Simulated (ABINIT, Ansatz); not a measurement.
**A GW run on InGaN2 (P3m1) in ABINIT, with inputs changed**

A base run on InGaN2 (P3m1), then changed inputs.

Method: LDA and many-body steps on it, plane waves, in ABINIT 10.8.3.

Most raw output is cut from this account.

### 1. Set-up

Symmetry: P3m1, No. 156, trigonal system. The conventional cell has a = 3.399 Å, b = 3.399 Å, c = 5.552 Å, α = 90.00°, β = 90.00°, γ = 120.00°. Nearest to In lie 4 N at 2.13 to 2.20 Å. Nearest to Ga lie 4 N at 1.94 to 2.05 Å. N has 1 Ga at 1.94 Å and 3 In at 2.13 Å nearest. Nearest to N lie 3 Ga at 2.05 Å and 1 In at 2.20 Å. Farther neighbours and most contacts between anions are not listed.

As a file:

```cif
data_structure
_symmetry_space_group_name_H-M 'P 1'
_symmetry_Int_Tables_number 1
_cell_length_a 3.3993
_cell_length_b 3.3993
_cell_length_c 5.5516
_cell_angle_alpha 90.000
_cell_angle_beta 90.000
_cell_angle_gamma 120.000
_cell_volume 55.56
loop_
_atom_site_label
_atom_site_type_symbol
_atom_site_fract_x
_atom_site_fract_y
_atom_site_fract_z
_atom_site_occupancy
In1 In 0.00000 0.00000 0.99840 1
Ga2 Ga 0.66667 0.33333 0.49536 1
N3 N 0.66667 0.33333 0.14562 1
N4 N 0.00000 0.00000 0.60222 1
```

The cell and positions are those that the Materials Project relaxed with its own functionals (PBE, PBE+U or r2SCAN), kept fixed.

### 2. Screening, 3×3×2 mesh, 93 bands, screening to 141.5 eV

This step: ABINIT 10.8.3; RPA screening on LDA, plane waves, norm-conserving pseudopotentials.

The RPA dielectric matrix is built and inverted for each q.

Input file run.abi:

```
acell 3*1.0 Angstrom
rprim 
  3.399288205422 -0.000000000005 0.000000000000
  -1.699644102707 2.943869940683 0.000000000000
  0.000000000000 0.000000000000 5.551613000000
ntypat 3
znucl 49 31 7
natom 4
typat 1 2 3 3
xred 
  0.000000000000 0.000000000000 0.998402000000
  0.666666666667 0.333333333333 0.495356000000
  0.666666666667 0.333333333333 0.145617000000
  0.000000000000 0.000000000000 0.602224000000
pp_dirpath "pseudos"
pseudos "In.upf, Ga.upf, N.upf"
ecut 45
ngkpt 3 3 2
nshiftk 1
shiftk 0 0 0
kptopt 1
chksymbreak 0
istwfk *1
occopt 1
irdwfk 1
optdriver 3
nband 93
ecuteps 5.2
inclvkb 2
awtr 1
symchi 1
indata_prefix "in"
outdata_prefix "out"
tmpdata_prefix "tmp"
```

Started as:

```
OMP_NUM_THREADS=1 mpirun -n 4 abinit run.abi > log
```

The job ended after 40 s (4 MPI ranks of Arm Neoverse N1, shared host; peak memory 0.85 GiB).

This step gave:

```
ε∞ with local fields, on this mesh, along the program's q direction : 730.1
the same without local fields                                       : 947.9
plasma frequency                                                    : 35.92 eV
plane waves in the screening matrix                                 : 233
```

Local fields lower ε∞ by 23 %. The value itself is an artefact of the mesh, where one narrow direct gap carries too much weight.

### 3. Base

The self-energy is evaluated for the states that the input lists, and the levels follow from it, in one-shot runs by the linearised quasiparticle equation.

This step: G0W0 on LDA, plane waves, norm-conserving pseudopotentials.

Changes to run.abi since step 2:

```diff
@@ -25,8 +25,15 @@
 irdwfk 1
-optdriver 3
+optdriver 4
 nband 93
+gwcalctyp 0
+ecutsigx 45
+symsigma 1
+nkptgw 1
+kptgw 
+  0.0000000000 0.0000000000 0.0000000000
+bdgw 
+  25 28
 ecuteps 5.2
-inclvkb 2
-awtr 1
-symchi 1
+irdscr 1
+ppmodel 1
 indata_prefix "in"
```

Wall time 8.8 s (4 MPI ranks); peak memory 0.68 GiB.

This step gave:

| Item | Value |
| --- | --- |
| G0W0 gap on the points computed | 0.7250 eV |
| starting gap on the mesh | 0.2351 eV |
| k of the valence top | 0, 0, 0 |
| k of the conduction bottom | 0, 0, 0 |
| Z at the valence top | 0.775 |
| Z at the conduction bottom | 0.806 |
| least direct G0W0 gap on the computed points | 0.7250 eV |

The gap on the mesh goes from 0.24 eV to 0.72 eV, a correction of +0.49 eV.

### 4. Scissors in G

Changes to run.abi since step 3:

```diff
@@ -38,2 +38,3 @@
 ppmodel 1
+mbpt_sciss 0.5 eV
 indata_prefix "in"
```

Wall time 8.8 s (4 MPI ranks); peak memory 0.68 GiB.

This step gave:

- G0W0 gap on the points computed: 0.7770 eV
- starting gap on the mesh: 0.2351 eV
- k of the valence top: 0, 0, 0
- k of the conduction bottom: 0, 0, 0
- Z at the valence top: 0.776
- Z at the conduction bottom: 0.807
- least direct G0W0 gap on the computed points: 0.7770 eV

### 5. Exchange cutoff of one hartree

Changes to run.abi since step 4:

```diff
@@ -28,3 +28,3 @@
 gwcalctyp 0
-ecutsigx 45
+ecutsigx 1
 symsigma 1
@@ -38,3 +38,2 @@
 ppmodel 1
-mbpt_sciss 0.5 eV
 indata_prefix "in"
```

It took 5.9 s on 4 MPI ranks; peak memory 0.19 GiB; 23 s of CPU time.

The run ended normally, though the input holds a fault or crude settings.

The fault put into this input: exchange cutoff of one hartree. It printed a gap of -0.68 eV, an artefact of the input.

### 6. The runs together

Times are wall times on 4 MPI ranks of Arm Neoverse N1, shared host, good to a factor of about two. A run's time includes the screening step that it read.

```csv
run,mesh,bands,screening cutoff (eV),DFT gap (eV),gap on the mesh (eV),direct (eV),ε∞ used,time
base,3×3×2,93,141.5,0.235,0.725,0.725,730.13,49 s
scissors in G,3×3×2,93,141.5,0.235,0.777,0.777,730.13,49 s
```

### 7. What came out

| Quantity | Value |
| --- | --- |
| base | 0.725 eV |
| scissors in G | 0.777 eV |
| known limits | not at the basis limit; screening runs away on this mesh; no spin-orbit coupling; coarse k mesh |

What this shows: Scissors in G: +0.052 eV against base (keys changed: mbpt_sciss). Bands and cutoff are finite, so the gap is not at the basis limit. The miss can reach some tenths of an eV and take either sign; the mesh is an error of its own. In the G0W0 runs levels were corrected at 1 k point alone, so a gap called «on the mesh» is the least over those, and an edge elsewhere would be missed. The 3×3×2 mesh is coarse for this cell, which bears on the long-range parts of exchange and screening. For the LDA start: On this mesh the RPA ε∞ passes 90, more than nearly any semiconductor shows; a coarse mesh does this where one point with a narrow direct gap carries much weight. The screening is then too strong, and the G0W0 gap should not be taken as the material's. The many-body steps are scalar-relativistic: spin-orbit coupling is not in them.

[Paths, hosts, dates, memory and timing lines, banners, echoed tables and standing remarks are left out of the program output.]

[Logs are printed without paths, hosts, clocks, repeated set-up lines and the standing remarks that a program may print on its own settings, such as how far it seeks lower states.]

[Runs of the session that timed out or met a known fault of the program may be left out.]

[Hosts, paths, dates, database ids (printed as entryN), source tags and the programs' standing remarks are cut or masked in the printed files.]

[G0W0 gaps are taken among the corrected bands and points alone; a level outside them can change the order at an edge.]

[Where Ansatz stands beside ABINIT at settings called matched, ABINIT's density can come from a denser mesh and the files from another edition; pairs whose starting gaps differed by over 0.03 eV were left out, so agreement reads better than it is.]
